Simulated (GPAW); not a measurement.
# CsGeBr3 (Pm-3m): G0W0 with GPAW, start to end, part 2 of 2

How does a plane-wave GW calculation on CsGeBr3 (Pm-3m) run from the first input to the gap?

GPAW 26.7.0; LDA and many-body steps on it, plane waves. Known limits of the many-body steps: not at the basis limit; no spin-orbit coupling; coarse k mesh.

So far. Step 2 (Ground state): The gap is direct, at (0.500, 0.500, 0.500). Step 3 (Empty states on the mesh, 2×2×2 mesh, 211 bands): On this mesh the gap is 0.518 eV.

## 4. Screening and self-energy, 2×2×2 mesh, 201 bands, screening to 65 eV

G0W0 replaces the xc potential by the self-energy, built once from these orbitals. Only a window of levels is corrected, while the sums run over the empty bands that the input names.

This step: G0W0 on LDA, plane waves, PAW.

run.py

```python
import json
import numpy as np
from gpaw.mpi import world
from gpaw.response.g0w0 import G0W0

gw = G0W0('full.gpw',
    filename='gw',
    kpts=[0, 3],
    bands=(15, 19),
    ecut=65,
    nbands=201,
    integrate_gamma='WS',
    ppa=True)
gw.calculate()
res = {mode: {k: v for k, v in r.items() if k != 'sigma_eskwn'}
       for mode, r in gw.all_results.items()}

if world.rank == 0:
    with open('result.json', 'w') as f:
        json.dump(res, f, default=lambda x: x.tolist())
```

On the command line:

```sh
$ mpirun -n 4 gpaw python run.py
```

Numbers of over 12 decimals in the logs are rounded to 6 here.

The log of the run:

```text
Using integrator: PointIntegrator
FrequencyGridDescriptor(from 0.000+0.000j to 0.000+27.211j eV, 2 points)
Nonperiodic BCs:  [False False False]
Using integrator: PointIntegrator
FrequencyGridDescriptor(from 0.000+0.000j to 0.000+27.211j eV, 2 points)
Nonperiodic BCs:  [False False False]
  ___  _ _ _
 |   || | | |
 | | || | | |
 |__ ||_____|
 |___|

BZ k-points: Symmetries present (total): 48

  [... matrices ...]
8 k-points: 2 x 2 x 2 Monkhorst-Pack grid + [1/4,1/4,1/4]
4 k-points in the irreducible part of the Brillouin zone
       k-points in crystal coordinates                weights
   0:     0.00000000    0.00000000    0.00000000          1/8
   1:     0.50000000    0.00000000    0.00000000          3/8
   2:     0.50000000    0.50000000    0.00000000          3/8
   3:     0.50000000    0.50000000    0.50000000          1/8

Distributing spins, k-points and bands (1 x 2 x 4) over 4 processes
Number of blocks: 1

Quasi particle states:
k-points (IBZ indices): [0, 3]
Band range: (15, 19)
  [... matrices ...]
Computational parameters:
Plane wave cut-off: 65 eV
Number of bands: 201
Coulomb cutoff: None
Broadening: 0.1 eV

fxc modes: GW
Kernel: RPA
Using Godby-Needs plasmon-pole approximation:
  Fitting energy: i*E0, E0 = 1.000 Hartree
Summing all q:

Calculating screened Coulomb potential
No Coulomb truncation
FrequencyGridDescriptor(from 0.000+0.000j to 0.000+27.211j eV, 2 points)
Removing empty qpoint cache files...

Calculating chi0 body with:
    Ground state adapter containing:
    Number of spins: 1
    Number of kpoints: 8
    Number of irreducible kpoints: 4
    Number of completely occupied states: 17
    Number of partially occupied states: 17
    Occupied states memory: 5.6943359375 M / cpu

    Linear response parametrization:
    q_c: [0.0, 0.0, 0.0]
    Number of frequency points: 2
    Planewave cutoff: 65.0
    Number of bands: 201
    Number of planewaves: 203
    Broadening (eta): 1e-06
    comm.size: 4
    kncomm.size: 4
    blockcomm.size: 1

    Memory estimate of potentially large arrays:
        chi0_wGG: 1.257599 M / cpu
Integrating chi0 body.

Symmetries of q_c:
    Direct symmetries (Uq -> q): 48
    Indirect symmetries (TUq -> q): 0
In total 48 allowed symmetries.

  [... matrices ...]
4 groups of equivalent kpoints. 50.0% reduction.

Integral kind: response function
Integrating chi0 head and wings.

Symmetries of q_c:
    Direct symmetries (Uq -> q): 48
    Indirect symmetries (TUq -> q): 0
In total 48 allowed symmetries.

  [... matrices ...]
4 groups of equivalent kpoints. 50.0% reduction.

Integral kind: response function wings

Calculating chi0 body with:
    Ground state adapter containing:
    Number of spins: 1
    Number of kpoints: 8
    Number of irreducible kpoints: 4
    Number of completely occupied states: 17
    Number of partially occupied states: 17
    Occupied states memory: 5.6943359375 M / cpu

    Linear response parametrization:
[... the further q-points ...]

Results:
f:      Occupation numbers
eps:     KS-eigenvalues [eV]
vxc:     KS vxc [eV]
exx:     Exact exchange [eV]
sigma:   Self-energies [eV]
dsigma:  Self-energy derivatives
Z:       Renormalization factors
qp:      QP-energies [eV]

k-point 0 (0): (0.000, 0.000, 0.000)                GW
band       f     eps     vxc     exx   sigma  dsigma       Z      qp
                                                                   GW
  15   1.000   1.024 -16.104 -19.545   2.929  -0.284   0.779   0.625
  16   1.000   1.024 -16.104 -19.545   2.929  -0.284   0.779   0.625
  17   0.000   6.057  -8.882  -4.475  -3.739  -0.203   0.831   6.612
  18   0.000   6.842  -8.030  -3.751  -3.656  -0.200   0.833   7.361

k-point 1 (3): (0.500, 0.500, 0.500)                GW
band       f     eps     vxc     exx   sigma  dsigma       Z      qp
                                                                   GW
  15   1.000   1.439 -16.378 -19.859   2.955  -0.282   0.780   1.029
  16   1.000   3.221 -17.578 -19.106   1.760  -0.273   0.786   3.403
  17   0.000   3.739 -12.800  -8.176  -3.553  -0.262   0.792   4.587
  18   0.000   3.739 -12.800  -8.176  -3.553  -0.262   0.792   4.587
```

It took 16 s on 4 MPI ranks of Arm Neoverse V2, shared host; peak memory 1.6 GiB.

This step gave:

```yaml
g0w0_gap_on_the_points_computed: 1.184 eV
least_direct_g0w0_gap_on_the_computed_points: 1.184 eV
z_at_the_valence_top: 0.7857
z_at_the_conduction_bottom: 0.7924
starting_gap_on_the_mesh: 0.5184 eV
k_of_the_valence_top: 0.5, 0.5, 0.5
k_of_the_conduction_bottom: 0.5, 0.5, 0.5
```

The gap on the mesh goes from 0.52 eV to 1.18 eV, a correction of +0.67 eV.

Limits: finite bands, cutoff and mesh; no spin-orbit coupling; coarse k mesh. v1 is the top filled band, c1 the lowest empty one. The levels before and after the correction (eV, zero at the valence-band top of each column):

```tsv
	conduction bottom	valence top
Kohn-Sham	0.52	0.00
G0W0	1.18	0.00
```

```tsv
	level	energy (eV)
Kohn-Sham	(0.5 0.5 0.5) v2	-1.782
Kohn-Sham	(0.5 0.5 0.5) v1	0.000
Kohn-Sham	(0.5 0.5 0.5) c1-c2	0.518
G0W0	(0.5 0.5 0.5) v2	-2.375
G0W0	(0.5 0.5 0.5) v1	0.000
G0W0	(0.5 0.5 0.5) c1-c2	1.184
```

## 5. Where the time went

Times are wall times on 4 MPI ranks of Arm Neoverse V2, shared host, good to a factor of about two.

```tsv
step	time	share	memory (GiB)
ground state	7.6 s	14 %	0.67
empty states on the mesh	31 s	57 %	0.96
screening and self-energy	16 s	29 %	1.6
```

## 6. Outcome

```json
{
  "LDA gap": "0.52 eV, direct",
  "G0W0 gap on the mesh": "1.18 eV",
  "GW settings": "2×2×2 mesh, 201 bands, screening to 65 eV, Godby-Needs plasmon pole",
  "known limits": "not at the basis limit; no spin-orbit coupling; coarse k mesh"
}
```

G0W0 moves the gap on the mesh from 0.52 eV to 1.18 eV (+0.67 eV), with Z of 0.79 and 0.79 at the edges. Only 2 of the mesh's irreducible points were corrected, so a valley elsewhere could overtake. The dearest step here is «empty states on the mesh». Bands and cutoff are finite, so the gap is not at the basis limit. The miss can reach some tenths of an eV and take either sign; the mesh is an error of its own. These stock PAW sets were not made for GW; the filled d or f shell of Br and Ge lies in the frozen core, which bears on start and correction. In the G0W0 run levels were corrected at 2 k points alone, so a gap called «on the mesh» is the least over those, and an edge elsewhere would be missed. The 2×2×2 mesh is coarse for this cell, which bears on the long-range parts of exchange and screening. This is the ideal cubic cell; many perovskites, halides above all, are cubic only on average, and local tilts or off-centring can widen the gap. The many-body steps are scalar-relativistic: spin-orbit coupling is not in them.

[Paths, hosts, dates, memory and timing lines, banners, echoed tables and standing remarks are left out of the program output.]

[Logs are printed without paths, hosts, clocks, repeated set-up lines and the standing remarks that a program may print on its own settings, such as how far it seeks lower states.]

[Runs of the session that timed out or met a known fault of the program may be left out.]

[Hosts, paths, dates, database ids (printed as entryN), source tags and the programs' standing remarks are cut or masked in the printed files.]
